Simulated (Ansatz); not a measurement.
# V2NS2 MXene monolayer in a perpendicular field

What dipole does a perpendicular field induce in the V2NS2 MXene monolayer? A positive field points along +c.

Method: plane-wave DFT, PBE-D3(BJ), Ansatz PAW, in Ansatz 0.2.0.

Most raw output is cut from this account.

### Step 1. Starting point

The cell holds 5 atoms: 2 S, 2 V and 1 N. Its edges and angles: a = 2.941 Å, b = 2.941 Å, c = 42.589 Å, α = 90.0°, β = 90.0°, γ = 120.0°. Vacuum lies along c.

Structure file:

```cif
data_structure
_symmetry_space_group_name_H-M 'P 1'
_symmetry_Int_Tables_number 1
_cell_length_a 2.9407
_cell_length_b 2.9407
_cell_length_c 42.5892
_cell_angle_alpha 90.000
_cell_angle_beta 90.000
_cell_angle_gamma 120.000
_cell_volume 318.95
loop_
_atom_site_label
_atom_site_type_symbol
_atom_site_fract_x
_atom_site_fract_y
_atom_site_fract_z
_atom_site_occupancy
S1 S 0.33333 0.66667 0.43203 1
V2 V 0.66667 0.33333 0.47276 1
N3 N 0.00000 0.00000 0.50000 1
V4 V 0.33333 0.66667 0.52724 1
S5 S 0.66667 0.33333 0.56797 1
```

### Step 2. Relaxation

The starting cell is a guess, so the in-plane lattice and the atoms are relaxed first, with the slab cut off from its images along the normal.

The input, input.yaml:

```yaml
crystal:
  lattice:
    - [2.940652, 0.0, 0.0]
    - [-1.470326, 2.5466793357, 0.0]
    - [0.0, 0.0, 42.589237261]
  atoms:
    - { symbol: S, position: [0.3333333333, 0.6666666667, 0.4320340345] }
    - { symbol: V, position: [0.6666666667, 0.3333333333, 0.4727559588], spin: 2.0 }
    - { symbol: "N", position: [0.0, 0.0, 0.5] }
    - { symbol: V, position: [0.3333333333, 0.6666666667, 0.5272440412], spin: 2.0 }
    - { symbol: S, position: [0.6666666667, 0.3333333333, 0.5679659655] }
  periodic: [true, true, false]
magnetization:
  spin_polarized: true
kpoints:
  mp_grid: { grid: [12, 12, 1] }
hamiltonian:
  xc: pbe
  dispersion: d3bj
scf:
  occupations: { method: fermi_dirac, width: 0.05 }
  convergence: { dr2_threshold: 1.0e-09 }
relax:
  f_tol: 0.004
  max_steps: 90
  cell: {}
output:
  write_potential: true
  write_density: true
  volumetric_format: npy
```

On the command line:

```bash
$ ansatz run input.yaml --threads 2 --pin off --max-ram 3072MiB --backend cpu --events-out ev --progress --plain --runs-dir out
```

The job ended after 6.5 min (2 threads of Intel Xeon at 2.50GHz (Skylake/Cascade Lake), shared host; peak memory 0.82 GiB).

Step by step:

```
step  energy less that of the first step (eV)  largest force component (eV/Å)  volume (Å³)
   1                                   0.0000                          1.5923       318.95
   2                                  -0.4115                          0.3509       330.89
   3                                  -0.4472                          0.2420       343.39
   4                                  -0.4627                          0.0256       339.59
   5                                  -0.4627                          0.0046       340.22
   6                                  -0.4628                          0.0008       340.05
  7*                                  -0.4701                          0.0009       340.05
   8                                  -0.4700                          0.0020       340.51
  9*                                  -0.4701                          0.0020       340.51
```

Relaxation steps marked * repeat the geometry before them on a plane-wave basis chosen anew for their cell, so energy and pressure can jump there.

The run keeps the 12 symmetry operations that it works with, so distortions that break them were not tested.

```
cell as run  before  after  change
      a (Å)   2.941  3.038  +3.3 %
      b (Å)   2.941  3.038  +3.3 %
```

The atoms that moved most (Å, along periodic axes as changes of fractional coordinates times the final cell, across vacuum about the mean position):

```
atom     dx     dy      dz  length
  S1  0.000  0.000   0.277   0.277
  S5  0.000  0.000  -0.277   0.277
  V2  0.000  0.000   0.120   0.120
  V4  0.000  0.000  -0.120   0.120
```

The relaxed structure:

```xyz
5
Lattice="3.0384 0.0000 0.0000 -1.5192 2.6314 0.0000 0.0000 0.0000 42.5892" Properties=species:S:1:pos:R:3
S     0.0000    1.7542   18.6774
V     1.5192    0.8771   20.2543
N     0.0000    0.0000   21.2946
V     0.0000    1.7542   22.3349
S     1.5192    0.8771   23.9118
```

This step gave:

```
energy at zero smearing : -8019.4734 eV
```

The lattice constant a goes from 2.941 to 3.038 Å.

### Step 3. Single point, field 0, start network

A sawtooth potential applies the field, turning back in the middle of the vacuum. With the dipole correction the typed value is the field outside the slab. The induced dipole is small, so the SCF threshold is tight.

The cell differs from the one that the last finished run ended in (c 42.589 → 23.234 Å).

The input, input.yaml:

```yaml
crystal:
  lattice:
    - [3.0384338234, 0.0, 0.0]
    - [-1.5192169117, 2.6313608788, 0.0]
    - [0.0, 0.0, 23.234450586]
  atoms:
    - { symbol: S, position: [0.3333333333, 0.6666666667, 0.3873558347] }
    - { symbol: V, position: [0.6666666667, 0.3333333333, 0.455226796] }
    - { symbol: "N", position: [0.0, 0.0, 0.5] }
    - { symbol: V, position: [0.3333333333, 0.6666666667, 0.544773204] }
    - { symbol: S, position: [0.6666666667, 0.3333333333, 0.6126441653] }
kpoints:
  mp_grid: { grid: [18, 18, 1] }
  band_path:
    path: [[0, 0, 0], [0.5, 0, 0], [0.33333333, 0.33333333, 0], [0, 0, 0]]
    npoints: 16
hamiltonian:
  xc: pbe
  dispersion: d3bj
scf:
  occupations: { method: fermi_dirac, width: 0.02585 }
  convergence: { dr2_threshold: 1.0e-10 }
efield:
  axis: 3
  dipole_correction: true
  ramp_position: 0.97
  ramp_width: 0.06
  amplitude: 0
output:
  dos: { projected: true, e_range: [-6, 5] }
  write_potential: true
  write_density: true
  volumetric_format: npy
  elf: true
```

It took 32 s on 2 threads; peak memory 0.54 GiB; 59 s of CPU time.

This step gave:

| Item | Value |
| --- | --- |
| energy at zero smearing | -8019.4774 eV |
| work function, upper face | 5.284 eV |
| dipole along the normal | -2.51e-8 e·Å |

Running mean over a fixed 2.8 Å (it still follows the layers) of the planar mean; the ramp of the sawtooth is left out. The electron's electrostatic potential energy less the Fermi level by z:

```
z (Å)  electron's electrostatic potential energy less the Fermi level (eV)
  3.0                                                                 5.28
  3.5                                                                 5.28
  4.0                                                                 5.28
  4.5                                                                 5.28
  5.0                                                                 5.28
  5.5                                                                 5.28
  6.0                                                                 5.25
  6.5                                                                 5.10
  7.0                                                                 4.37
  7.5                                                                 2.24
  8.0                                                               -0.362
  8.5                                                                -2.52
  9.0                                                                -5.06
  9.5                                                                -7.75
 10.0                                                                -9.40
 10.5                                                                -9.97
 11.0                                                                -10.6
 11.5                                                                -11.4
 12.0                                                                -11.0
 12.5                                                                -10.2
 13.0                                                                -9.72
 13.5                                                                -8.73
 14.0                                                                -6.37
 14.5                                                                -3.61
 15.0                                                                -1.43
 15.5                                                                 1.01
 16.0                                                                 3.52
 16.5                                                                 4.89
 17.0                                                                 5.21
 17.5                                                                 5.27
 18.0                                                                 5.28
 18.5                                                                 5.28
 19.0                                                                 5.28
 19.5                                                                 5.28
 20.0                                                                 5.28
```

The density of states has structure finer than the step of the table below, so its rows give means over 0.2 eV, whole bins alone (the curve runs from -6 to 1.61 eV). Peaks (eV: height): -5.78: 12.7, -3.44: 6.57, 0.70: 9.00, 0.92: 17.1, 1.28: 19.7, 1.36: 9.30, 1.44: 9.60.

The density of states by energy, zero at the Fermi level; means over each step:

```
energy (eV)  density of states (states/eV a cell)
       -5.8                                  6.56
       -5.6                                  1.49
       -5.4                                  2.01
       -5.2                                  1.08
       -5.0                                  4.57
       -4.8                                  2.97
       -4.6                                  1.29
       -4.4                                  1.13
       -4.2                                  1.73
       -4.0                                  3.31
       -3.8                                  3.70
       -3.6                                  2.43
       -3.4                                  3.67
       -3.2                                  3.87
       -3.0                                  4.42
       -2.8                                  3.67
       -2.6                                  3.36
       -2.4                                  3.83
       -2.2                                  4.35
       -2.0                                  2.24
       -1.8                                  1.89
       -1.6                                  2.75
       -1.4                                  2.79
       -1.2                                  2.15
       -1.0                                  2.63
       -0.8                                  1.02
       -0.6                                 0.986
       -0.4                                  1.36
       -0.2                                  2.25
        0.0                                  2.64
        0.2                                  2.97
        0.4                                  3.41
        0.6                                  5.76
        0.8                                  4.94
        1.0                                  6.36
        1.2                                  7.85
        1.4                                  6.59
```

Projected DOS per atom over height of the atomic layer and energy from the Fermi level. Layers: S V N V S from below.

Values in states/eV, 22 rows by 5 columns, each cell a mean:
```
0.52 2.43 0.43 2.43 0.52
0.39 2.84 0.34 2.84 0.39
0.28 2.67 0.40 2.67 0.28
0.26 1.59 0.14 1.59 0.26
0.32 1.02 0.11 1.02 0.32
0.20 0.71 0.06 0.71 0.20
0.10 0.36 0.05 0.36 0.10
0.27 0.69 0.11 0.69 0.27
0.46 0.69 0.13 0.69 0.46
0.57 0.63 0.11 0.63 0.57
0.57 0.63 0.04 0.63 0.57
1.14 0.88 0.08 0.88 1.14
1.18 0.46 0.16 0.46 1.18
1.48 0.48 0.23 0.48 1.48
1.08 0.47 0.13 0.47 1.08
0.99 0.56 0.19 0.56 0.99
0.78 0.42 0.11 0.42 0.78
0.37 0.17 0.06 0.17 0.37
0.82 0.40 0.39 0.40 0.82
0.73 0.32 0.33 0.32 0.73
0.59 0.19 0.17 0.19 0.59
0.23 0.83 2.66 0.83 0.23
```
Columns: height of the atomic layer (Å) from 9 to 14.2 (not evenly spaced); rows upwards: energy from the Fermi level (eV) from -5.96 to 1.6.

The electronic bands at the labelled points (eV, zero at the Fermi level):

```
  point  band 18  band 19  band 20  band 21  band 22  band 23  band 24  band 25
      Γ    -1.74    -1.22    -1.22    -0.56     0.22     0.22     0.54     0.54
halfway    -2.43    -2.09    -1.80    -1.47     0.00     0.31     0.79     1.23
      M    -2.96    -2.26    -2.19    -1.65     0.56     0.65     1.02     1.06
halfway    -3.40    -3.12    -2.95    -1.14     0.41     0.52     0.98     1.26
      K    -4.43    -3.41    -3.41    -0.11    -0.11     0.02     1.19     1.19
halfway    -2.86    -2.40    -2.37    -0.94    -0.61     0.72     1.09     1.21
      Γ    -1.74    -1.22    -1.22    -0.56     0.22     0.22     0.54     0.54
```

Electrostatic potential energy in the ca plane at fractional y = 0.333, with atoms of V and S within 0.2 Å of it. With pseudopotentials it is smooth inside the atoms' cores, unlike the true potential.

Values in eV, 5 rows by 16 columns, each cell a mean:
```
  6   6   6   6   6   4  -3 -26 -11  -1  -9 -22   3   6   6   6
  6   6   6   6   6   5  -6 -27 -17   1 -17 -30  -1   6   6   6
  6   6   6   6   6   4  -3 -25 -11  -1 -10 -22   3   6   6   6
  6   6   6   6   6  -1  -4  -3  -3 -10  -3   1   5   6   6   6
  6   6   6   6   6  -1  -4  -2  -2 -10  -3   1   5   6   6   6
```
Columns run along c (16.0 Å, from fractional 0.13 to 0.82 of the cell; values clipped at the 3rd and 97th percentile), rows up along a (3.0 Å). Atoms in or near the plane, at fractional coordinates: V at (0.46, 0.67), S at (0.61, 0.67).

ELF in the ca plane at fractional y = 0.333, with atoms of V and S within 0.2 Å of it. It is the smooth field of the valence electrons, not physical close to the nuclei.

Values, 5 rows by 16 columns, each cell a mean:
```
0.00 0.00 0.00 0.00 0.05 0.30 0.36 0.46 0.26 0.19 0.64 0.77 0.74 0.17 0.00 0.00
0.00 0.00 0.00 0.00 0.01 0.07 0.18 0.71 0.35 0.23 0.63 0.42 0.87 0.31 0.01 0.00
0.00 0.00 0.00 0.00 0.06 0.30 0.36 0.47 0.26 0.19 0.64 0.75 0.74 0.18 0.00 0.00
0.00 0.00 0.00 0.01 0.27 0.70 0.68 0.22 0.46 0.19 0.30 0.45 0.20 0.02 0.00 0.00
0.00 0.00 0.00 0.01 0.27 0.72 0.69 0.22 0.48 0.19 0.28 0.44 0.18 0.02 0.00 0.00
```
Columns run along c (16.0 Å, from fractional 0.13 to 0.82 of the cell), rows up along a (3.0 Å). Atoms in or near the plane, at fractional coordinates: V at (0.46, 0.67), S at (0.61, 0.67).

Valence density in the ca plane at fractional y = 0.333, with atoms of V and S within 0.2 Å of it. It is the smooth field of the valence electrons, not physical close to the nuclei.

Ten steps, logarithmic in the rise over the least value, from '0' (0 e/Å³) to '9' (13 e/Å³), each cell a mean:
```
00000000000000112223554222223444321000000000
00000000000000011236897321123444431000000000
00000000000000011237998421123433432000000000
00000000000000011236886321123444431000000000
00000000000000122223443222223344321000000000
00000000000000123332223333332222110000000000
00000000000001233332223333332221100000000000
00000000000000123332223333322222210000000000
```
Columns run along c (16.0 Å, from fractional 0.13 to 0.82 of the cell), rows up along a (3.0 Å). Atoms in or near the plane, at fractional coordinates: V at (0.46, 0.67), S at (0.61, 0.67).

The work function of the upper face is 5.28 eV.

### Step 4. Atoms held, field 0.1 V/Å

Edit input.yaml of step 3 so:

```diff
@@ -25,7 +25,6 @@
   dipole_correction: true
-  ramp_position: 0.97
-  ramp_width: 0.06
-  amplitude: 0
+  ramp_position: 0.9462
+  ramp_width: 0.1076
+  amplitude: 0.1
 output:
-  dos: { projected: true, e_range: [-6, 5] }
   write_potential: true
@@ -33,2 +32 @@
   volumetric_format: npy
-  elf: true
```

The job ended after 38 s (2 threads; peak memory 0.53 GiB).

The dipole is 0.0321 e·Å.

### Step 5. Atoms held, field -0.1 V/Å

Edit input.yaml of step 4 so:

```diff
@@ -27,3 +27,3 @@
   ramp_width: 0.1076
-  amplitude: 0.1
+  amplitude: -0.1
 output:
```

Run time: 40 s. Hardware: 2 threads; peak memory 0.52 GiB; 74 s of CPU time.

The dipole is -0.0321 e·Å.

### Step 6. Response, atoms held

This step: plane-wave DFT, PBE-D3(BJ), Ansatz PAW; response to a field along the normal, atoms held (Ansatz 0.2.0).

The dipoles give the slope, and the difference of two potentials shows where the field is screened.

Numbers from this step:

```yaml
equivalent_conductor_thickness_p_eps_0ae: 7.261 Å
distance_between_the_outer_atoms: 5.234 Å
```

The dipole of the cell by applied field:

```
applied field (V/Å)  dipole of the cell (e·Å)
            -0.1000                   -0.0321
             0.0000                         0
             0.1000                    0.0321
```

Local field over the applied field, running mean. From the potentials at -0.1 and 0.1 V/Å; running mean over 2.5 Å. Table of local field over applied field by z:

z (Å), local field over applied field and a bar:
```
      4.5      0.999 ##############################
      5.0      0.997 ##############################
      5.5      0.991 ##############################
      6.0      0.973 #############################
      6.5      0.925 ############################
      7.0      0.822 #########################
      7.5      0.665 ####################
      8.0      0.487 ##############
      8.5      0.304 #########
      9.0      0.156 ####
      9.5      0.070 ##
     10.0      0.031 
     10.5      0.018 
     11.0      0.021 
     11.5      0.022 
     12.0      0.022 
     12.5      0.018 
     13.0      0.022 
     13.5      0.046 #
     14.0      0.109 ###
     14.5      0.227 ######
     15.0      0.400 ############
     15.5      0.583 #################
     16.0      0.753 ######################
     16.5      0.884 ##########################
     17.0      0.956 #############################
     17.5      0.985 ##############################
     18.0      0.995 ##############################
     18.5      0.999 ##############################
     19.0      1.000 ##############################
```

Electrons, planar mean, per unit field. Induced electron density against z:

```
z (Å)  induced electron density (e/Å³ per V/Å)
 4.07                                   1.1e-6
 4.50                                   3.1e-6
 4.94                                   9.3e-6
 5.23                                   1.9e-5
 5.66                                   5.4e-5
 6.10                                   1.5e-4
 6.53                                   3.8e-4
 6.97                                   9.3e-4
 7.26                                  0.00160
 7.70                                  0.00306
 8.13                                  0.00367
 8.57                                  0.00172
 9.00                                  0.00111
 9.44                                   7.0e-4
 9.73                                  -4.0e-4
10.17                                  -9.3e-4
10.60                                  0.00108
11.04                                  -2.0e-4
11.47                                   1.9e-5
11.76                                  -1.9e-5
12.20                                   2.0e-4
12.63                                 -0.00108
13.07                                   9.3e-4
13.51                                   4.0e-4
13.80                                  -7.0e-4
14.23                                 -0.00111
14.67                                 -0.00172
15.10                                 -0.00367
15.54                                 -0.00306
15.97                                 -0.00160
16.26                                  -9.3e-4
16.70                                  -3.8e-4
17.14                                  -1.5e-4
17.57                                  -5.4e-5
18.01                                  -1.9e-5
18.30                                  -9.3e-6
18.73                                  -3.1e-6
19.17                                  -1.1e-6
```

By hand: between -0.1 and 0.1 V/Å the dipole changes by 0.06416 e·Å, a slope of 0.3208 e·Å²/V. A perfect conductor of thickness t has p = ε₀AEt, so t = 180.95 × 0.3208 / 7.995 = 7.26 Å (e/ε₀ = 180.95 V·Å, A in Å²).

The induced dipole is that of a conductor 7.26 Å thick.

### Step 7. What came out

| Item | Value |
| --- | --- |
| gap without field | none |
| work function, upper face | 5.28 eV |
| equivalent conductor thickness, atoms held | 7.26 Å |

The induced dipole equals that of a perfect conductor 7.26 Å thick, while the outer atoms lie 5.23 Å apart. There is no gap over 0.03 eV, with or without the field. The first relaxation ran with spin and lost its moment, and the later runs have none; other magnetic states were not tried. The MXene's terminations sit over the metal atoms of its far layer; the site over carbon or nitrogen, which some compounds prefer, was not run.

[Logs are printed without paths, hosts, clocks, repeated set-up lines and the standing remarks that a program may print on its own settings, such as how far it seeks lower states.]

[Hosts, paths, dates, database ids (printed as entryN), source tags and the programs' standing remarks are cut or masked in the printed files.]

[Maps of the electrostatic potential energy from Ansatz leave out the sawtooth potential of an applied field or a dipole correction, so their vacuum need not be flat; planar profiles and work functions include it.]

[The density of states shown here was stored with 400 of the rows of the run's finer table, so its peaks can read low, often by over a quarter, or be missed, and its means over a window can be off by a tenth or more.]
